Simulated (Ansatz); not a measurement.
# Phonons of TiAl3 (I4/mmm) against volume, part 2 of 2

Wanted: Grüneisen parameters and pressure coefficients of the modes of TiAl3 (I4/mmm).

Ansatz 0.2.0; DFT LDA, scalar-relativistic, plane waves, PAW; PAW set soft_1.

So far. Step 3 (Tight relaxation): The forces vanish by symmetry and the pressure is 0.000 GPa, within the tolerances set. The cell now holds 15.14 Å³/atom.

**4. Modes at rest**

Phonons follow from the second derivative of the energy, found here by linear response.

The modes at rest are the reference of the series.

File input.yaml:

```yaml
crystal:
  lattice:
    - [-1.8890607568, 1.8890607568, 4.2426347986]
    - [1.8890607568, -1.8890607568, 4.2426347986]
    - [1.8890607568, 1.8890607568, -4.2426347986]
  atoms:
    - { symbol: Al, position: [0.5, 0.5, 0.0] }
    - { symbol: Al, position: [0.75, 0.25, 0.5] }
    - { symbol: Al, position: [0.25, 0.75, 0.5] }
    - { symbol: Ti, position: [0.0, 0.0, 0.0] }
kpoints:
  mp_grid: { grid: [16, 16, 16] }
hamiltonian:
  xc: lda
  pseudopotentials: { kind: paw, azcp: { folder: soft_1 }, xc_functional: pbe }
scf:
  occupations: { method: methfessel_paxton, width: 0.2 }
output:
  eigenvalues: true
phonons:
  method: dfpt
```

Command:

```
> ansatz run input.yaml --threads 4 --pin off --max-ram 16384MiB --backend cpu --events-out ev --progress --plain --runs-dir out
```

Numbers of over 12 decimals in the logs are rounded to 6 here.

Log:

```text
zone centre: on kpoints.mp_grid the ground state, and the responses unless they are solved on pairs of k-points, stand on 621 of the mesh's 4096 k-points, reduced under 4 symmetry operations, with k and −k counted as one. Each operation leaves every solved displacement unchanged or reverses it
[...]
Crystal: 4 atoms, lattice volume = 60.560 Å³
Basis set: ecut = 420 eV, 1195 PW (Γ), exchange–correlation on 72×72×72 points (8 copies of the dense FFT grid, shifted against one another)
Bands: 15, of which v1, the nominal top of the filled ones, is band 11 counted from 1 (10 counted from 0)
Symmetry: 16 space group operations
k-points: 621 of 4096 (irreducible under 4 space group operations, time reversal used)
[...]
SCF iter   1: F=—  HF=-3990.993524 eV  |F-HF|=—  |Δ(HF+E_count)|=         —  Δρ=2.89e-2  dr2=6.40e-1  ethr=3.10e-3  ⟨swp⟩=5.1  Hψ=47612  notcnv=0
[...]
SCF iter   9: F=-3990.611633 eV  HF=-3990.611633 eV  |F-HF|=1.82e-12  |Δ(HF+E_count)|=  4.46e-11  S|Δr|=    0.00e0  Δρ=1.02e-7  dr2=4.85e-12  ethr=1.00e-12  ⟨swp⟩=3.5  Hψ=38316  notcnv=0
the search or the solves at the SCF's close seem to have found levels that the self-consistency loop had missed (the run counts 2). By its estimate they hold under 1e-12 electrons; where the run keeps them, the occupations were computed again with them
SCF 1 converged in 9 iterations: F = -3990.611633 eV  dr2 = 4.85e-12
[...]
DFPT response loops at Γ: preconditioner auto → Kerker (q_TF=auto, 2.287 Å⁻¹) (partly filled bands, converged f_vac=0.000); β = 1.00, the filter's whole step (`scf.mixing.beta` (0.50) is not read by the response loops under this deck's `scf.mixing.preconditioner`; to damp them name `kerker` or `kerker_dos`, under which they read `scf.mixing.beta`, and type it under 1.00, their step now; both keys bind the ground state too); Broyden in place of MSR1
SCF converged after 9 iterations
[...]
Free energy (F): -3990.611633 eV
[...]
Internal energy: -3990.612685 eV  (E = F + TS)
E sigma→0 (E₀):  -3990.611896 eV
Entropy (-TS):   0.001052 eV (0.263 meV/atom)
Fermi energy:    9.793556 eV
Step filling:    the computed levels leave a gap of 0.0000 eV = 0.0 smearing widths at the electron count; against every level under it full and every level over it empty, smearing changes F+E_penalty+E_count by +0.323 meV and its σ→0 estimate by +0.060 meV
[...]
--- Band table (eV; the first three rows and the last of 621) ---
  k-point 0: bands = [... 7 lower, 8.3237, 8.5523, 8.5523, 10.6600, 11.6580, 11.6580, 12.1065, 12.4149]
  k-point 1: bands = [... 7 lower, 8.2420, 8.2981, 8.5635, 10.2801, 11.7428, 11.7764, 11.9570, 12.6470]
  k-point 2: bands = [... 7 lower, 7.7257, 8.0395, 8.5817, 9.5051, 11.7754, 11.9251, 11.9315, 12.9773]
  k-point 620: bands = [... 7 lower, 8.9363, 8.9363, 9.5521, 10.5058, 10.5058, 10.7850, 12.9466, 14.7680]
--- Phonons (Γ-DFPT): 6 representative perturbations + reference, on 621 of 4096 k-points (Σ response iterations 18) ---
  k mesh reduced under 4 symmetry operations, with k and −k counted as one. Each operation leaves every solved displacement unchanged or reverses it
  ASR residual: 5.231e-5 → 0.000e0 eV/Å²; symmetrization residual: 3.829e-6 eV/Å²
  ASR residual per site (eV/Å²): 1.98e-5 1.01e-5 1.01e-5 5.23e-5
  Γ frequencies (cm⁻¹): 0.00 0.00 0.00 205.85 229.71 229.71 260.83 332.60 348.01 348.01 355.64 355.64
  non-analytic LO–TO correction: not included (Born effective charges unavailable; polar crystals: no LO–TO splitting at Γ)
```

The job ended after 57 s (4 threads of Intel Xeon 6975P-C (Granite Rapids), shared host; peak memory 2.2 GiB; 3.5 min of CPU time).

Numbers from this step:

```yaml
sum_rule_residual_before_enforcement: 5.23e-5 eV/Å²
point_group: 4/mmm
highest_optical_mode_at_the_zone_centre_no_lo_to_term: 355.6 cm⁻¹
lowest_optical_zone_centre_mode: 205.8 cm⁻¹
```

Patterns of degenerate modes are one choice out of their space. Modes at Γ, with each element's share of the kinetic energy:

```csv
mode,frequency (cm⁻¹),symmetry,Al %,Ti %
1,0.0,acoustic,63,37
2,0.0,acoustic,63,37
3,0.0,acoustic,63,37
4,205.8,A2u,65,35
5,229.7,Eu,73,27
6,229.7,Eu,73,27
7,260.8,B1g,100,0
8,332.6,A2u,73,27
9,348.0,Eg,100,0
10,348.0,Eg,100,0
11,355.6,Eu,64,36
12,355.6,Eu,64,36
```

Displacements in mode 4 (205.8 cm⁻¹), the largest set to 1:
```
Al1  0.00  0.00  1.00
Al2  0.00  0.00 -0.01
Al3  0.00  0.00 -0.01
Ti4  0.00  0.00 -0.56
```

Displacements in mode 7 (260.8 cm⁻¹), the largest set to 1:
```
Al1  0.00  0.00  0.00
Al2  0.00  0.00 -1.00
Al3  0.00  0.00  1.00
Ti4  0.00  0.00  0.00
```

Before it was imposed, the acoustic sum rule was missed by 5.2e-5 eV/Å². Small misses are needed for a sound result but don't prove that mesh and cutoff are converged. The lowest optical mode is real, 206 cm⁻¹.

**5. A member of the series: 1.06 times the volume at rest**

The cell is set to 1.06 times the volume at rest, and shape and atoms relax at that volume.

input.yaml, the sections that differ from step 4:

```yaml
crystal:
  lattice:
    - [-1.9252778433, 1.9252778433, 4.3295877041]
    - [1.9252778433, -1.9252778433, 4.3295877041]
    - [1.9252778433, 1.9252778433, -4.3295877041]
  atoms:
    - { symbol: Al, position: [0.5, 0.5, 0.0] }
    - { symbol: Al, position: [0.75, 0.25, 0.5] }
    - { symbol: Al, position: [0.25, 0.75, 0.5] }
    - { symbol: Ti, position: [0.0, 0.0, 0.0] }
output:
  forces: true
  stress: true
  eigenvalues: true
relax:
  adjacent_minimum: "off"
  f_tol: 0.001
  max_steps: 60
  cell: { stress_tol: 0.01, fix: [volume] }
# kpoints, hamiltonian, scf: as in step 4
# phonons: removed
```

Log:

```text
[...]
Crystal: 4 atoms, lattice volume = 64.194 Å³
Basis set: ecut = 420 eV, 1299 PW (Γ)
Bands: 15, of which v1, the nominal top of the filled ones, is band 11 counted from 1 (10 counted from 0)
Symmetry: 16 space group operations
[...]
k-points: 349 of 4096
[...]
--- Relaxed structure (3 steps of the walk, 3 accepted, 1 SCFs on fresh bases) ---
[...]
cell:  # Å, volume = 64.1938 Å³
    - [-1.924828, 1.924828, 4.331613]
    - [1.924828, -1.924828, 4.331613]
    - [1.924828, 1.924828, -4.331613]
  atoms:
    - { symbol: Al, position: [0.500000, 0.500000, 0] }
    - { symbol: Al, position: [0.750000, 0.250000, 0.500000] }
    - { symbol: Al, position: [0.250000, 0.750000, 0.500000] }
    - { symbol: Ti, position: [0, 0, 0] }
[key lines of the parts left out:]
SCF converged after 4 iterations
Free energy (F): -3990.539676 eV
Fermi energy:    9.126068 eV
P = ⅓ Tr σ = -6.0385 GPa (-60.385 kbar)
```

Run time: 10 s. Hardware: 4 threads; peak memory 0.8 GiB; 38 s of CPU time.

Little changed from the start: no atom moved by 0.005 Å and no cell edge by 0.1 %.

Numbers from this step:

| Quantity | Value |
| --- | --- |
| pressure | -6.039 GPa |
| volume per atom | 16.05 Å³ |

The forces vanish by symmetry, at a pressure of -6.04 GPa.

**6. Modes of this member: 1.06 times the volume at rest**

The zone-centre modes follow for 1.06 times the volume at rest.

input.yaml, the sections that differ from step 5:

```yaml
crystal:
  lattice:
    - [-1.9248276953, 1.9248276953, 4.3316130106]
    - [1.9248276953, -1.9248276953, 4.3316130106]
    - [1.9248276953, 1.9248276953, -4.3316130106]
  atoms:
    - { symbol: Al, position: [0.5, 0.5, 0.0] }
    - { symbol: Al, position: [0.75, 0.25, 0.5] }
    - { symbol: Al, position: [0.25, 0.75, 0.5] }
    - { symbol: Ti, position: [0.0, 0.0, 0.0] }
output:
  eigenvalues: true
phonons:
  method: dfpt
# kpoints, hamiltonian, scf: as in step 5
# relax: removed
```

Log:

```text
[...]
Crystal: 4 atoms, lattice volume = 64.194 Å³
Basis set: ecut = 420 eV, 1299 PW (Γ), exchange–correlation on 72×72×72 points (8 copies of the dense FFT grid, shifted against one another)
Bands: 15, of which v1, the nominal top of the filled ones, is band 11 counted from 1 (10 counted from 0)
Symmetry: 16 space group operations
k-points: 621 of 4096 (irreducible under 4 space group operations, time reversal used)
[...]
SCF iter   1: F=—  HF=-3990.888581 eV  |F-HF|=—  |Δ(HF+E_count)|=         —  Δρ=2.77e-2  dr2=6.25e-1  ethr=3.10e-3  ⟨swp⟩=5.1  Hψ=47239  notcnv=0
[...]
SCF iter   9: F=-3990.539676 eV  HF=-3990.539676 eV  |F-HF|=2.73e-12  |Δ(HF+E_count)|=  3.46e-11  S|Δr|=    0.00e0  Δρ=8.95e-8  dr2=4.67e-12  ethr=1.00e-12  ⟨swp⟩=5.1  Hψ=34759  notcnv=0
SCF 1 converged in 9 iterations: F = -3990.539676 eV  dr2 = 4.67e-12
[...]
SCF converged after 9 iterations
[...]
Free energy (F): -3990.539676 eV
[...]
Internal energy: -3990.541012 eV  (E = F + TS)
E sigma→0 (E₀):  -3990.540010 eV
Entropy (-TS):   0.001336 eV (0.334 meV/atom)
Fermi energy:    9.126069 eV
[...]
--- Band table (eV; the first three rows and the last of 621) ---
  k-point 0: bands = [... 7 lower, 7.7759, 7.9517, 7.9517, 9.9448, 10.8804, 10.8804, 11.3746, 11.4332]
  k-point 1: bands = [... 7 lower, 7.6869, 7.6902, 7.9470, 9.5798, 10.9599, 10.9838, 11.2511, 11.6210]
  k-point 2: bands = [... 7 lower, 7.1057, 7.4784, 7.9340, 8.8352, 11.0382, 11.1195, 11.1264, 11.9808]
  k-point 620: bands = [... 7 lower, 8.2644, 8.2644, 8.9103, 9.8143, 9.8143, 10.0536, 12.1720, 13.5958]
[...]
ASR residual: 5.847e-5 → 0.000e0 eV/Å²; symmetrization residual: 3.544e-6 eV/Å²
  ASR residual per site (eV/Å²): 1.12e-5 9.44e-6 9.44e-6 5.85e-5
[...]
```

Wall time 53 s (4 threads); peak memory 2.3 GiB.

This step gave:

- sum-rule residual before enforcement: 5.85e-5 eV/Å²
- highest optical mode at the zone centre (no LO-TO term): 325.9 cm⁻¹
- lowest optical zone-centre mode: 186.4 cm⁻¹

Patterns of degenerate modes are one choice out of their space. The modes at Γ (shares of kinetic energy by element, %):

```csv
mode,frequency (cm⁻¹),symmetry,Al %,Ti %
1,0.0,acoustic,63,37
2,0.0,acoustic,63,37
3,0.0,acoustic,63,37
4,186.4,A2u,65,35
5,206.7,Eu,73,27
6,206.7,Eu,73,27
7,236.8,B1g,100,0
8,296.3,A2u,72,28
9,315.3,Eg,100,0
10,315.3,Eg,100,0
11,325.9,Eu,64,36
12,325.9,Eu,64,36
```

The lowest optical mode is real, 186 cm⁻¹, and the highest lies at 325.9 cm⁻¹.

For the highest optical mode at the zone centre (no LO-TO term), step 4 gave 356 cm⁻¹; this run, with volume ratio 1.06, gives 326 cm⁻¹ (-8 %).

**7. A member of the series: 0.9 times the volume at rest**

The cell is set to 0.9 times the volume at rest, and shape and atoms relax at that volume.

input.yaml, the sections that differ from step 6:

```yaml
crystal:
  lattice:
    - [-1.825172146, 1.825172146, 4.0903676661]
    - [1.825172146, -1.825172146, 4.0903676661]
    - [1.825172146, 1.825172146, -4.0903676661]
  atoms:
    - { symbol: Al, position: [0.5, 0.5, 0.0] }
    - { symbol: Al, position: [0.75, 0.25, 0.5] }
    - { symbol: Al, position: [0.25, 0.75, 0.5] }
    - { symbol: Ti, position: [0.0, 0.0, 0.0] }
output:
  forces: true
  stress: true
  eigenvalues: true
relax:
  adjacent_minimum: "off"
  f_tol: 0.001
  max_steps: 60
  cell: { stress_tol: 0.01, fix: [volume] }
# kpoints, hamiltonian, scf: as in step 6
# phonons: removed
```

Log:

```text
[...]
Crystal: 4 atoms, lattice volume = 54.504 Å³
Basis set: ecut = 420 eV, 1073 PW (Γ)
Bands: 15, of which v1, the nominal top of the filled ones, is band 11 counted from 1 (10 counted from 0)
Symmetry: 16 space group operations
[...]
k-points: 349 of 4096
[...]
--- Relaxed structure (3 steps of the walk, 3 accepted, 1 SCFs on fresh bases) ---
[...]
cell:  # Å, volume = 54.5042 Å³
    - [-1.825438, 1.825438, 4.089175]
    - [1.825438, -1.825438, 4.089175]
    - [1.825438, 1.825438, -4.089175]
  atoms:
    - { symbol: Al, position: [0.500000, 0.500000, 0] }
    - { symbol: Al, position: [0.750000, 0.25, 0.500000] }
    - { symbol: Al, position: [0.25, 0.750000, 0.500000] }
    - { symbol: Ti, position: [0, 0, 0] }
[key lines of the parts left out:]
SCF converged after 3 iterations
Free energy (F): -3990.348229 eV
Fermi energy:    11.076181 eV
P = ⅓ Tr σ = 15.2213 GPa (152.213 kbar)
```

Run time: 8.6 s. Hardware: 4 threads; peak memory 0.74 GiB; 32 s of CPU time.

Little changed from the start: no atom moved by 0.005 Å and no cell edge by 0.1 %.

Numbers from this step:

```
pressure        : 15.22 GPa
volume per atom : 13.63 Å³
```

The forces vanish by symmetry, at a pressure of 15.22 GPa.

**8. Zone-centre modes of the member: 0.9 times the volume at rest**

The zone-centre modes follow for 0.9 times the volume at rest.

input.yaml, the sections that differ from step 7:

```yaml
crystal:
  lattice:
    - [-1.825438332, 1.825438332, 4.0891748356]
    - [1.825438332, -1.825438332, 4.0891748356]
    - [1.825438332, 1.825438332, -4.0891748356]
  atoms:
    - { symbol: Al, position: [0.5, 0.5, 0.0] }
    - { symbol: Al, position: [0.75, 0.25, 0.5] }
    - { symbol: Al, position: [0.25, 0.75, 0.5] }
    - { symbol: Ti, position: [0.0, 0.0, 0.0] }
output:
  eigenvalues: true
phonons:
  method: dfpt
# kpoints, hamiltonian, scf: as in step 7
# relax: removed
```

Log:

```text
[...]
Crystal: 4 atoms, lattice volume = 54.504 Å³
Basis set: ecut = 420 eV, 1073 PW (Γ), exchange–correlation on 72×72×72 points (8 copies of the dense FFT grid, shifted against one another)
Bands: 15, of which v1, the nominal top of the filled ones, is band 11 counted from 1 (10 counted from 0)
Symmetry: 16 space group operations
k-points: 621 of 4096 (irreducible under 4 space group operations, time reversal used)
[...]
k-point 1: bands = [... 7 lower, 9.3018, 9.4771, 9.7675, 11.6271, 13.2734, 13.3093, 13.3184, 14.6243]
  k-point 2: bands = [... 7 lower, 8.9163, 9.1240, 9.8559, 10.8005, 13.1798, 13.4798, 13.5030, 14.8992]
  k-point 620: bands = [... 7 lower, 10.2632, 10.2632, 10.7766, 11.8242, 11.8242, 12.1861, 14.4241, 17.0383]
[...]
ASR residual: 3.811e-5 → 0.000e0 eV/Å²; symmetrization residual: 2.835e-6 eV/Å²
  ASR residual per site (eV/Å²): 2.31e-5 1.30e-5 1.30e-5 3.81e-5
[...]
[key lines of the parts left out:]
SCF converged after 9 iterations
Free energy (F): -3990.348229 eV
Fermi energy:    11.076181 eV
```

Elapsed: 55 s, on 4 threads; peak memory 2 GiB; 3.4 min of CPU time.

Numbers from this step:

```
sum-rule residual before enforcement                    : 3.81e-5 eV/Å²
highest optical mode at the zone centre (no LO-TO term) : 411.5 cm⁻¹
lowest optical zone-centre mode                         : 241.7 cm⁻¹
```

Patterns of degenerate modes are one choice out of their space. The modes at Γ (shares of kinetic energy by element, %):

```csv
mode,frequency (cm⁻¹),symmetry,Al %,Ti %
1,0.0,acoustic,63,37
2,0.0,acoustic,63,37
3,0.0,acoustic,63,37
4,241.7,A2u,63,37
5,272.0,Eu,73,27
6,272.0,Eu,73,27
7,305.0,B1g,100,0
8,400.9,A2u,74,26
9,409.9,Eg,100,0
10,409.9,Eg,100,0
11,411.5,Eu,64,36
12,411.5,Eu,64,36
```

The lowest optical mode is real, 242 cm⁻¹, and the highest lies at 411.5 cm⁻¹.

For the highest optical mode at the zone centre (no LO-TO term), step 4 gave 356 cm⁻¹; this run, with volume ratio 0.9, gives 411 cm⁻¹ (+16 %).

**9. All members side by side**

The members are set side by side, also those not shown above.

Each row is one cell with its response, relaxed at fixed volume as far as symmetry leaves anything free; energies are extrapolated to zero smearing, and E0 is that at rest; shape and atoms are relaxed in each cell where symmetry leaves them free; all runs use 16×16×16 k points and Methfessel-Paxton smearing of 0.2 eV. State of the crystal along the series:

```
volume ratio  V (Å³/atom)  pressure (GPa)  E - E0 (meV/atom)  first cell vector (Å)  third cell vector (Å)
         0.9        13.63           15.22              65.88                  4.836                  4.836
        0.92        13.93           11.53              40.65                  4.872                  4.872
        0.94        14.23           8.193              22.07                  4.908                  4.908
        0.96        14.53           5.181              9.472                  4.944                  4.944
        0.98        14.84           2.459               2.29                  4.979                  4.979
        0.99        14.99           1.199             0.5641                  4.996                  4.996
           1        15.14         4.66e-4                  0                  5.014                  5.014
        1.02        15.44          -2.221              2.128                  5.048                  5.048
        1.04        15.75          -4.227              8.247                  5.082                  5.082
        1.06        16.05          -6.038              17.97                  5.116                  5.116
```

Each mode is tracked from rest by its pattern, and modes that stay within 0.3 cm⁻¹ of each other stand once; shape and atoms are relaxed in each cell where symmetry leaves them free; all runs use 16×16×16 k points and Methfessel-Paxton smearing of 0.2 eV. Optical modes along the series:

```csv
V (Å³/atom),mode 4 A2u (cm⁻¹),mode 5 Eu (cm⁻¹),mode 7 B1g (cm⁻¹),mode 8 A2u (cm⁻¹),mode 9 Eg (cm⁻¹),mode 11 Eu (cm⁻¹)
13.63,241.7,272,305,400.9,409.9,411.5
13.93,234.2,263.1,295.7,386.3,396.7,399.6
14.23,226.8,254.5,286.7,372.3,383.9,388.1
14.53,219.6,246,277.8,358.6,371.6,377
14.84,212.7,237.8,269.2,345.4,359.6,366.1
14.99,209.2,233.7,265,339,353.8,360.9
15.14,205.8,229.7,260.8,332.6,348,355.6
15.44,199.2,221.8,252.6,320.2,336.8,345.4
15.75,192.7,214.2,244.6,308.1,325.9,335.5
16.05,186.4,206.7,236.8,296.3,315.3,325.9
```

From cubic fits (parabolas where under five rows exist) of ln ω and P against ln V through the rows within about 4 % of rest: γ = −d ln ω / d ln V and dω/dP = γ ω / B. Slopes at rest:

| mode | fitted frequency at rest (cm⁻¹) | Grüneisen parameter γ | dω/dP (cm⁻¹/GPa) |
| --- | --- | --- | --- |
| mode 4 A2u | 205.9 | 1.63 | 2.88 |
| mode 5 Eu | 229.7 | 1.73 | 3.4 |
| mode 7 B1g | 260.8 | 1.59 | 3.55 |
| mode 8 A2u | 332.6 | 1.9 | 5.4 |
| mode 9 Eg | 348 | 1.64 | 4.88 |
| mode 11 Eu | 355.6 | 1.45 | 4.43 |

**10. Results**

| Quantity | Value |
| --- | --- |
| members | 10 |
| highest optical mode at the zone centre (no LO-TO term), at rest | 355.6 cm⁻¹ |
| bulk modulus at rest | 117 GPa |
| mode 7 B1g, γ | 1.59 |
| mode 8 A2u, γ | 1.90 |
| mode 9 Eg, γ | 1.64 |
| mode 11 Eu, γ | 1.45 |

**Reading.** The series spans -6.0 to 15.2 GPa, and the slope at rest gives a bulk modulus of 117 GPa. Among the modes in the table of slopes γ runs from 1.45 (mode 11 Eu) to 1.90 (mode 8 A2u). One k mesh and one cutoff serve the ground states and modes of all volumes. These are harmonic frequencies at zero temperature: anharmonic shifts, linewidths and thermal expansion are left out. With no gap, or one that is small against the smearing, the frequencies hang on the k mesh and the smearing, most of all near Kohn anomalies. The runs are without spin polarisation, although the cell has an odd electron count. The PAW files were made for PBE; the program adapts parts of them to the functional of the run, but their partial waves stay those of PBE, an approximation that was not tested in this session. Only the zone centre was solved, so an instability at another wavevector cannot show here.

[Logs are printed without paths, hosts, clocks, repeated set-up lines and the standing remarks that a program may print on its own settings, such as how far it seeks lower states.]

[Hosts, paths, dates, database ids (printed as entryN), source tags and the programs' standing remarks are cut or masked in the printed files.]
